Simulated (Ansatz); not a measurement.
# YbSi2 (P6/mmm): phonons and vibrational spectra

Task: relax YbSi2 (P6/mmm), then find its harmonic phonons.

Program: Ansatz 0.2.0. Level of theory: DFT PBEsol, scalar-relativistic, plane waves, PAW. Results are calculated unless marked as measured.

**1. The structure**

Symmetry: P6/mmm, No. 191, hexagonal system. Conventional cell: a = 3.771 Å, b = 3.771 Å, c = 4.098 Å, α = 90.00°, β = 90.00°, γ = 120.00°. Nearest to Yb lie 12 Si at 2.99 Å. Nearest to Si lie 3 Si at 2.18 Å and 6 Yb at 2.99 Å. Farther neighbours are not listed.

**2. Rough relaxation**

The start is far from rest, so a relaxation with loose tolerances brings it close first.

File input.yaml:

```yaml
crystal:
  lattice:
    - [3.771, 0.0, 0.0]
    - [-1.8855, 3.2657817977, 0.0]
    - [0.0, 0.0, 4.098]
  atoms:
    - { symbol: Yb, position: [0.0, 0.0, 0.0] }
    - { symbol: Si, position: [0.3333333333, 0.6666666667, 0.5] }
    - { symbol: Si, position: [0.6666666667, 0.3333333333, 0.5] }
kpoints:
  mp_grid: { grid: [6, 6, 6] }
hamiltonian:
  xc: pbesol
scf:
  occupations: { method: gaussian, width: 0.1 }
output:
  forces: true
  stress: true
  eigenvalues: true
relax:
  adjacent_minimum: "off"
  f_tol: 0.05
  max_steps: 80
  cell: { stress_tol: 0.5 }
```

On the command line:

```
> ansatz run input.yaml --threads 8 --pin off --max-ram 14336MiB --backend cpu --events-out ev --progress --plain --runs-dir out
```

Numbers of over 12 decimals in the logs are rounded to 6 here.

Output:

```text
The last accepted step is kept in <dir> (removed where the run ends without a failure and the disk answers)
Engine: ansatz 0.2.0, x86_64-unknown-linux-gnu
Pseudopotentials: kind: paw
Pseudopotential: Yb, paw, valence charge 24, recommended cutoff 420 eV (normal), Yb.paw.azcp
Pseudopotential: Si, paw, valence charge 4, recommended cutoff 420 eV (normal), Si.paw.azcp
Functional definition: PBEsol
  exchange = pbesol_x
[...]
F+E_penalty+E_count = -14921.20413658 eV   max|allowed force component| = 1.974e-16 eV/Å   (the final SCF, on the basis selected at the relaxed cell)
  cell:  # Å, volume = 53.2165 Å³
    - [4.008277, 0, 0]
    - [-2.004138, 3.471270, 0]
    - [0, 0, 3.824724]
  atoms:
    - { symbol: Yb, position: [0, 0, 0] }
    - { symbol: Si, position: [0.333333, 0.666667, 0.500000] }
    - { symbol: Si, position: [0.666667, 0.333333, 0.500000] }
[key lines of the parts left out:]
SCF converged after 6 iterations
Free energy (F): -14921.204137 eV
Fermi energy:    12.994459 eV
P = ⅓ Tr σ = -0.0960 GPa (-0.960 kbar)
```

Run time: 1.9 s. Hardware: 8 threads of Intel Xeon Platinum 8488C (Sapphire Rapids), shared host; peak memory 0.47 GiB.

Relaxation path:

```
step  energy less that of the first step (eV)  largest force component (eV/Å)  pressure (GPa)  volume (Å³)
   1                                   0.0000                          0.0000           11.58        50.47
   2                                  -0.3451                          0.0000            3.53        51.93
   3                                  -0.3867                          0.0000            1.34        52.24
   4                                  -0.3896                          0.0000           -0.14        53.22
  5*                                  -0.3916                          0.0000           -0.10        53.22
```

Relaxation steps marked * repeat the geometry before them on a plane-wave basis chosen anew for their cell, so energy and pressure can jump there.

The run keeps the 24 symmetry operations that it works with, so distortions that break them were not tested.

```
conventional cell, symmetrised  before  after  change
                         a (Å)   3.771  4.008  +6.3 %
                         b (Å)   3.771  4.008  +6.3 %
                         c (Å)   4.098  3.825  -6.7 %
              volume (Å³/atom)   16.82  17.74  +5.4 %
```

Final coordinates:

```
Yb Si
1.0
     4.00828    0.00000    0.00000
    -2.00414    3.47127    0.00000
     0.00000    0.00000    3.82472
Yb Si
1 2
Direct
  0.00000 0.00000 0.00000
  0.33333 0.66667 0.50000
  0.66667 0.33333 0.50000
```

Numbers from this step:

```yaml
pressure: -0.09597 GPa
volume_per_atom: 17.74 Å³
gap_on_the_k_mesh: 0 eV
```

In this step the volume went from 16.82 to 17.74 Å³/atom.

**3. Bringing the structure to rest**

Harmonic phonons are second derivatives at a point where the forces vanish, and they are wanted at zero stress, so atoms and cell are relaxed first.

File input.yaml:

```yaml
crystal:
  lattice:
    - [4.008276915, 0.0, 0.0]
    - [-2.0041384575, 3.4712696338, 0.0]
    - [0.0, 0.0, 3.824724243]
  atoms:
    - { symbol: Yb, position: [0.0, 0.0, 0.0] }
    - { symbol: Si, position: [0.3333333333, 0.6666666667, 0.5] }
    - { symbol: Si, position: [0.6666666667, 0.3333333333, 0.5] }
kpoints:
  mp_grid: { grid: [12, 12, 12] }
hamiltonian:
  xc: pbesol
scf:
  occupations: { method: gaussian, width: 0.1 }
output:
  forces: true
  stress: true
  eigenvalues: true
  write_density: true
  write_potential: true
  elf: true
  volumetric_format: npy
relax:
  adjacent_minimum: "off"
  f_tol: 0.005
  max_steps: 80
  cell: { stress_tol: 0.05 }
```

Output:

```text
[...]
Crystal: 3 atoms, lattice volume = 53.216 Å³
Basis set: ecut = 420 eV, 1045 PW (Γ), exchange–correlation on 54×54×54 points (8 copies of the dense FFT grid, shifted against one another)
Bands: 20, of which v1, the nominal top of the filled ones, is band 16 counted from 1 (15 counted from 0)
Symmetry: 24 space group operations
[...]
k-points: 133 of 1728
[...]
SCF iter   1: F=—  HF=-14921.207917 eV  |F-HF|=—  |Δ(HF+E_count)|=         —  Δρ=5.54e-3  dr2=3.51e-2  ethr=1.77e-3  ⟨swp⟩=6.3  Hψ=14472  notcnv=0
[...]
SCF iter   8: F=-14921.201409 eV  HF=-14921.201409 eV  |F-HF|=3.50e-9  |Δ(HF+E_count)|=   2.41e-8  Δρ=2.20e-6  dr2=5.21e-9  ethr=3.13e-10  ⟨swp⟩=10.5  Hψ=22250  notcnv=0
SCF 1 converged in 8 iterations: F = -14921.201409 eV  dr2 = 5.21e-9
[...]
relax step   1: F+E_penalty+E_count = -14921.20140937 eV  Δ(F+E_penalty+E_count) = +0.000e0 eV  max|allowed force component| = 2.930e-16 eV/Å  Δτ_max = 0.0000 Å  P = -0.467 GPa  Ω = 53.216 Å³  (8 SCF iters, dr2 threshold 1.00e-7 eV, accepted)
Crystal: 3 atoms, lattice volume = 52.858 Å³
Basis set: ecut = 420 eV, 1021 PW (Γ), exchange–correlation on 54×54×54 points (8 copies of the dense FFT grid, shifted against one another)
[...]
SCF iter   7: F=-14921.201888 eV  HF=-14921.201888 eV  |F-HF|=1.18e-10  |Δ(HF+E_count)|=   1.35e-7  Δρ=4.80e-6  dr2=4.79e-9  ethr=4.62e-11  ⟨swp⟩=11.2  Hψ=23811  notcnv=0
SCF 2 converged in 7 iterations: F = -14921.201888 eV  dr2 = 4.79e-9
  Residual-converged pass: ⟨swp⟩=1.0  Hψ=3198  notcnv=0  max |occ|·‖R‖ = 7.1e-9 eV (tolerance 1.0e-8 eV)  dr2=4.79e-9  dr2_onsite=1.01e-8  max |Δocc| = 3.2e-11
relax step   2: F+E_penalty+E_count = -14921.20188759 eV  Δ(F+E_penalty+E_count) = -4.782e-4 eV  max|allowed force component| = 2.251e-16 eV/Å  Δτ_max = 0.0000 Å  P = +0.018 GPa  Ω = 52.858 Å³  energy of the carried Pulay correction = +8.231e-5 eV  (7 SCF iters, dr2 threshold 3.00e-7 eV, accepted)
Crystal: 3 atoms, lattice volume = 52.906 Å³
[...]
SCF iter   6: F=-14921.201929 eV  HF=-14921.201929 eV  |F-HF|=4.90e-9  |Δ(HF+E_count)|=  5.46e-10  Δρ=1.25e-6  dr2=1.25e-9  ethr=8.19e-11  ⟨swp⟩=7.3  Hψ=18391  notcnv=0
SCF 3 converged in 6 iterations: F = -14921.201929 eV  dr2 = 1.25e-9
relax step   3: F+E_penalty+E_count = -14921.20192876 eV  Δ(F+E_penalty+E_count) = -4.116e-5 eV  max|allowed force component| = 4.348e-16 eV/Å  Δτ_max = 0.0000 Å  P = -0.009 GPa  Ω = 52.906 Å³  energy of the carried Pulay correction = +7.069e-5 eV  (6 SCF iters, dr2 threshold 6.24e-8 eV, accepted)
[...]
SCF iter   6: F=-14921.201865 eV  HF=-14921.201865 eV  |F-HF|=2.36e-11  |Δ(HF+E_count)|=  1.82e-12  Δρ=1.41e-7  dr2=9.17e-12  ethr=1.00e-12  ⟨swp⟩=6.5  Hψ=14165  notcnv=0
SCF 4 converged in 6 iterations: F = -14921.201865 eV  dr2 = 9.17e-12
relax step   4: F+E_penalty+E_count = -14921.20186493 eV  Δ(F+E_penalty+E_count) = +6.383e-5 eV  max|allowed force component| = 4.718e-16 eV/Å  Δτ_max = 0.0000 Å  P = -0.011 GPa  Ω = 52.906 Å³  stress off target by 1.75e-2 GPa  SCF on the basis re-selected at this cell (its energy is not comparable with the rows above)  (6 SCF iters)
basis re-selected at this cell: Δ(F+E_penalty+E_count) = +6.383e-5 eV, ΔP = -0.002 GPa vs the last step (what re-selecting the basis moved, of the pressure what is left beyond the Pulay correction that the steps carried, after the strain that the cell walked since its last selection, with what the two solves' SCF thresholds leave and, on support functions, any second-order correction that the steps lacked; it is no m [...]
SCF converged after 6 iterations
Free energy (F): -14921.201865 eV
[...]
Internal energy: -14921.196017 eV  (E = F + TS)
E sigma→0 (E₀):  -14921.198941 eV
Entropy (-TS):   -0.005848 eV (-1.949 meV/atom)
Fermi energy:    13.062831 eV
[...]
--- Stress (GPa, compression-positive) ---
       -0.017496       0.000000      -0.000000
        0.000000      -0.017496      -0.000000
       -0.000000      -0.000000       0.002922
  P = ⅓ Tr σ = -0.0107 GPa (-0.107 kbar)
--- Band table (eV; the first three rows and the last of 133) ---
  k-point 0: bands = [... 12 lower, 12.3234, 12.3234, 12.4913, 12.7071, 13.0743, 14.5680, 14.5680, 17.2356]
  k-point 1: bands = [... 12 lower, 12.3310, 12.3310, 12.4914, 13.0847, 13.1737, 14.2966, 14.2966, 17.6356]
  k-point 2: bands = [... 12 lower, 12.3557, 12.3557, 12.4915, 13.1191, 13.7603, 13.7603, 14.0902, 17.1341]
  k-point 132: bands = [... 12 lower, 12.3735, 12.4031, 12.4031, 12.4640, 14.2901, 16.5087, 16.5087, 17.6850]
--- Relaxed structure (3 steps of the walk, 3 accepted, 1 SCFs on fresh bases) ---
[...]
cell:  # Å, volume = 52.9061 Å³
    - [4.002843, 0, 0]
    - [-2.001421, 3.466563, 0]
    - [0, 0, 3.812750]
  atoms:
    - { symbol: Yb, position: [0, 0, 0] }
    - { symbol: Si, position: [0.333333, 0.666667, 0.500000] }
    - { symbol: Si, position: [0.666667, 0.333333, 0.500000] }
```

Wall time 4.2 s (8 threads); peak memory 0.58 GiB; 28 s of CPU time.

Step by step:

```
step  energy less that of the first step (eV)  largest force component (eV/Å)  pressure (GPa)  volume (Å³)
   1                                   0.0000                          0.0000           -0.47        53.22
   2                                  -0.0005                          0.0000            0.02        52.86
   3                                  -0.0005                          0.0000           -0.01        52.91
  4*                                  -0.0005                          0.0000           -0.01        52.91
```

Relaxation steps marked * repeat the geometry before them on a plane-wave basis chosen anew for their cell, so energy and pressure can jump there.

Forces are held to the 24 operations that the run works with; a distortion that breaks them can't arise in this run.

```
conventional cell, symmetrised  before  after  change
                         a (Å)   4.008  4.003  -0.1 %
                         b (Å)   4.008  4.003  -0.1 %
                         c (Å)   3.825  3.813  -0.3 %
              volume (Å³/atom)   17.74  17.64  -0.6 %
```

Final coordinates:

```xyz
3
Lattice="4.0028 0.0000 0.0000 -2.0014 3.4666 0.0000 0.0000 0.0000 3.8127" Properties=species:S:1:pos:R:3 pbc="T T T"
Yb    0.0000    0.0000    0.0000
Si    0.0000    2.3110    1.9064
Si    2.0014    1.1555    1.9064
```

This step gave:

| Item | Value |
| --- | --- |
| pressure | -0.01069 GPa |
| volume per atom | 17.64 Å³ |

Valence density in the ab plane at fractional z = 0.500, with atoms of Si within 0.2 Å of it. It is the smooth field of the valence electrons, not physical close to the nuclei.

Values in e/Å³, 14 rows by 14 columns, each cell a mean:
```
0.11 0.12 0.17 0.23 0.34 0.43 0.51 0.50 0.41 0.31 0.21 0.15 0.12 0.11
0.13 0.15 0.22 0.29 0.40 0.45 0.46 0.45 0.38 0.29 0.20 0.15 0.12 0.12
0.18 0.22 0.31 0.36 0.33 0.27 0.29 0.35 0.36 0.29 0.21 0.17 0.15 0.15
0.25 0.31 0.38 0.33 0.17 0.11 0.20 0.34 0.38 0.31 0.24 0.21 0.20 0.21
0.37 0.43 0.40 0.23 0.07 0.09 0.28 0.42 0.41 0.35 0.31 0.29 0.29 0.31
0.46 0.49 0.40 0.22 0.14 0.23 0.43 0.49 0.45 0.41 0.38 0.36 0.38 0.41
0.51 0.50 0.41 0.32 0.33 0.43 0.51 0.51 0.49 0.42 0.34 0.35 0.45 0.50
0.48 0.45 0.40 0.37 0.40 0.45 0.49 0.51 0.43 0.28 0.20 0.29 0.46 0.51
0.37 0.33 0.31 0.31 0.34 0.38 0.45 0.43 0.23 0.09 0.11 0.27 0.45 0.43
0.27 0.24 0.23 0.24 0.28 0.34 0.40 0.33 0.14 0.07 0.17 0.33 0.40 0.34
0.18 0.16 0.17 0.18 0.24 0.31 0.37 0.32 0.22 0.23 0.33 0.36 0.29 0.23
0.14 0.13 0.14 0.17 0.23 0.31 0.40 0.41 0.40 0.40 0.38 0.31 0.22 0.17
0.11 0.11 0.13 0.16 0.24 0.33 0.45 0.50 0.49 0.43 0.31 0.22 0.15 0.12
0.10 0.11 0.14 0.18 0.27 0.37 0.48 0.51 0.46 0.37 0.25 0.18 0.13 0.11
```
Columns run along a (4.0 Å), rows up along b (4.0 Å). Atoms in or near the plane, at fractional coordinates: Si at (0.33, 0.67), Si at (0.67, 0.33).

Electrostatic potential energy in the ab plane at fractional z = 0.500, with atoms of Si within 0.2 Å of it. With pseudopotentials it is smooth inside the atoms' cores, unlike the true potential.

Ten even steps from '0' (-54 eV) to '9' (15 eV), each cell a mean:
```
99999888899999
99997656899999
99863224799999
99740014899999
98410025899999
87310147888788
87433578754468
88767887421258
99889985100268
99999973000379
99999863114699
99999874347899
99999987789999
99999988899999
```
Columns run along a (4.0 Å; values clipped at the 3rd and 97th percentile), rows up along b (4.0 Å). Atoms in or near the plane, at fractional coordinates: Si at (0.33, 0.67), Si at (0.67, 0.33).

ELF in the ab plane at fractional z = 0.500, with atoms of Si within 0.2 Å of it. It is the smooth field of the valence electrons, not physical close to the nuclei.

Ten even steps from '0' (0.20) to '9' (0.82), each cell a mean:
```
01257899874200
12467777764210
34653223664322
56620103665444
88512226886667
99510169986678
99522699963379
98656899620279
87667886121278
65556762020377
32235652112565
11125665556642
00125789986421
00136899985310
```
Columns run along a (4.0 Å), rows up along b (4.0 Å). Atoms in or near the plane, at fractional coordinates: Si at (0.33, 0.67), Si at (0.67, 0.33).

In this step the volume went from 17.74 to 17.64 Å³/atom.

**4. Tight relaxation**

Phonons need a cell at rest on their own settings, so the relaxation is repeated with tight tolerances on forces and stress on the k mesh and occupations of the first response run.

File input.yaml:

```yaml
crystal:
  lattice:
    - [4.0028425959, 0.0, 0.0]
    - [-2.001421298, 3.4665633754, 0.0]
    - [0.0, 0.0, 3.8127498387]
  atoms:
    - { symbol: Yb, position: [0.0, 0.0, 0.0] }
    - { symbol: Si, position: [0.3333333333, 0.6666666667, 0.5] }
    - { symbol: Si, position: [0.6666666667, 0.3333333333, 0.5] }
kpoints:
  mp_grid: { grid: [12, 12, 12] }
hamiltonian:
  xc: pbesol
scf:
  occupations: { method: methfessel_paxton, width: 0.2 }
output:
  forces: true
  stress: true
  eigenvalues: true
relax:
  adjacent_minimum: "off"
  f_tol: 0.001
  max_steps: 60
  cell: { stress_tol: 0.01 }
```

Output:

```text
[...]
Crystal: 3 atoms, lattice volume = 52.906 Å³
Basis set: ecut = 420 eV, 1021 PW (Γ), exchange–correlation on 54×54×54 points (8 copies of the dense FFT grid, shifted against one another)
Bands: 20, of which v1, the nominal top of the filled ones, is band 16 counted from 1 (15 counted from 0)
Symmetry: 24 space group operations
[...]
k-points: 133 of 1728
[...]
--- Relaxed structure (3 steps of the walk, 3 accepted, 1 SCFs on fresh bases) ---
[...]
cell:  # Å, volume = 52.8645 Å³
    - [4.002265, 2.886334744458427e-11, 0.0]
    - [-2.001133, 3.466063, 0.0]
    - [0.0, 0.0, 3.810848]
  atoms:
    - { symbol: Yb, position: [0, 0, 0.0] }
    - { symbol: Si, position: [0.333333, 0.666667, 0.5] }
    - { symbol: Si, position: [0.666667, 0.333333, 0.5] }
[key lines of the parts left out:]
SCF converged after 9 iterations
Free energy (F): -14921.198379 eV
Fermi energy:    13.068157 eV
P = ⅓ Tr σ = -0.0013 GPa (-0.013 kbar)
```

Run time: 3.8 s. Hardware: 8 threads; peak memory 0.56 GiB.

Little changed from the start: no atom moved by 0.005 Å and no cell edge by 0.1 %.

Numbers from this step:

| Property | Result |
| --- | --- |
| pressure | -0.001262 GPa |
| volume per atom | 17.62 Å³ |

The forces vanish by symmetry and the pressure is -0.001 GPa, within the tolerances set. The cell now holds 17.62 Å³/atom.

**5. Modes at Γ**

The zone centre comes first: it holds the modes that light can see, as far as symmetry allows. No field response is asked, since the mesh shows no gap.

input.yaml, the sections that differ from step 4:

```yaml
crystal:
  lattice:
    - [4.0022650225, 0.0, 0.0]
    - [-2.0011325113, 3.4660631822, 0.0]
    - [0.0, 0.0, 3.8108478866]
  atoms:
    - { symbol: Yb, position: [0.0, 0.0, 0.0] }
    - { symbol: Si, position: [0.3333333333, 0.6666666667, 0.5] }
    - { symbol: Si, position: [0.6666666667, 0.3333333333, 0.5] }
output:
  eigenvalues: true
phonons:
  method: dfpt
# kpoints, hamiltonian, scf: as in step 4
# relax: removed
```

Output:

```text
zone centre: on kpoints.mp_grid the ground state, and the responses unless they are solved on pairs of k-points, stand on 301 of the mesh's 1728 k-points, reduced under 4 symmetry operations, with k and −k counted as one. Each operation leaves every solved displacement unchanged or reverses it
[...]
Crystal: 3 atoms, lattice volume = 52.864 Å³
Basis set: ecut = 420 eV, 1021 PW (Γ), exchange–correlation on 54×54×54 points (8 copies of the dense FFT grid, shifted against one another)
Bands: 20, of which v1, the nominal top of the filled ones, is band 16 counted from 1 (15 counted from 0)
Symmetry: 24 space group operations
k-points: 301 of 1728 (irreducible under 4 space group operations, time reversal used)
[...]
SCF iter   1: F=—  HF=-14922.153382 eV  |F-HF|=—  |Δ(HF+E_count)|=         —  Δρ=1.93e-1  dr2=1.92e1  ethr=3.10e-3  ⟨swp⟩=6.2  Hψ=71893  notcnv=0
automatic band count: the SCF goes on with 24 bands, as 20 were too few: they end inside the smearing window of the response
[...]
SCF iter   2: F=—  HF=-14921.495805 eV  |F-HF|=—  |Δ(HF+E_count)|=   6.58e-1  S|Δr|=    0.00e0  Δρ=9.93e-2  dr2=5.26e0  ethr=3.10e-3  ⟨swp⟩=2.0  Hψ=10765  notcnv=0  defer=182
[...]
SCF iter  13: F=-14921.198379 eV  HF=-14921.198379 eV  |F-HF|=1.82e-12  |Δ(HF+E_count)|=  4.73e-11  S|Δr|=    0.00e0  Δρ=1.19e-7  dr2=4.36e-12  ethr=1.00e-12  ⟨swp⟩=14.0  Hψ=47186  notcnv=0
SCF 1 converged in 13 iterations: F = -14921.198379 eV  dr2 = 4.36e-12
[...]
DFPT response loops at Γ: preconditioner auto → Kerker (q_TF=auto, 2.509 Å⁻¹) (partly filled bands, converged f_vac=0.000); β = 1.00, the filter's whole step (`scf.mixing.beta` (0.50) is not read by the response loops under this deck's `scf.mixing.preconditioner`; to damp them name `kerker` or `kerker_dos`, under which they read `scf.mixing.beta`, and type it under 1.00, their step now; both keys bind the ground state too); Broyden in place of MSR1
SCF converged after 13 iterations
[...]
Free energy (F): -14921.198379 eV
[...]
Internal energy: -14921.201747 eV  (E = F + TS)
E sigma→0 (E₀):  -14921.199221 eV
Entropy (-TS):   0.003369 eV (1.123 meV/atom)
Fermi energy:    13.068157 eV
[...]
--- Band table (eV; the first three rows and the last of 301) ---
  k-point 0: bands = [... 12 lower, 12.3393, 12.3393, 12.5107, 12.7245, 13.0916, 14.5801, 14.5801, 17.2502, ... 4 higher]
  k-point 1: bands = [... 12 lower, 12.3469, 12.3469, 12.5108, 13.1018, 13.1882, 14.3084, 14.3084, 17.6507, ... 4 higher]
  k-point 2: bands = [... 12 lower, 12.3715, 12.3715, 12.5110, 13.1359, 13.7717, 13.7717, 14.1040, 17.1490, ... 4 higher]
  k-point 300: bands = [... 12 lower, 12.4123, 12.4196, 12.4257, 12.4918, 14.9362, 15.1756, 16.2066, 18.1748, ... 4 higher]
--- Phonons (Γ-DFPT): 4 representative perturbations + reference, on 301 of 1728 k-points (Σ response iterations 12) ---
  k mesh reduced under 4 symmetry operations, with k and −k counted as one. Each operation leaves every solved displacement unchanged or reverses it
  ASR residual: 7.119e-5 → 0.000e0 eV/Å²; symmetrization residual: 7.325e-6 eV/Å²
  ASR residual per site (eV/Å²): 6.03e-5 7.12e-5 7.12e-5
  Γ frequencies (cm⁻¹): 0.00 0.00 0.00 100.07 190.03 190.03 230.21 454.00 454.00
  non-analytic LO–TO correction: not included (Born effective charges unavailable; polar crystals: no LO–TO splitting at Γ)
```

It took 16 s on 8 threads; peak memory 1.4 GiB.

Numbers from this step:

- sum-rule residual before enforcement: 7.12e-5 eV/Å²
- point group: 6/mmm
- highest optical mode at the zone centre (no LO-TO term): 454 cm⁻¹
- lowest optical zone-centre mode: 100.1 cm⁻¹

Patterns of degenerate modes are one choice out of their space. Modes at Γ, with each element's share of the kinetic energy:

```
mode  frequency (cm⁻¹)  symmetry  Yb %  Si %
   1               0.0  acoustic    75    25
   2               0.0  acoustic    75    25
   3               0.0  acoustic    75    25
   4             100.1       B1g     0   100
   5             190.0       E1u    25    75
   6             190.0       E1u    25    75
   7             230.2       A2u    25    75
   8             454.0       E2g     0   100
   9             454.0       E2g     0   100
```

Displacements in mode 4 (100.1 cm⁻¹), the largest set to 1:
```
Yb1  0.00  0.00  0.00
Si2  0.00  0.00  1.00
Si3  0.00  0.00 -1.00
```

Displacements in mode 5 (190.0 cm⁻¹), the largest set to 1:
```
Yb1 -0.32  0.00  0.00
Si2  1.00  0.00  0.00
Si3  1.00  0.00  0.00
```

Before it was imposed, the acoustic sum rule was missed by 7.1e-5 eV/Å². Small misses are needed for a sound result but don't prove that mesh and cutoff are converged. The lowest optical mode is real, 100 cm⁻¹.

(Part 1 of 2 ends here.)

[Logs are printed without paths, hosts, clocks, repeated set-up lines and the standing remarks that a program may print on its own settings, such as how far it seeks lower states.]

[Hosts, paths, dates, database ids (printed as entryN), source tags and the programs' standing remarks are cut or masked in the printed files.]
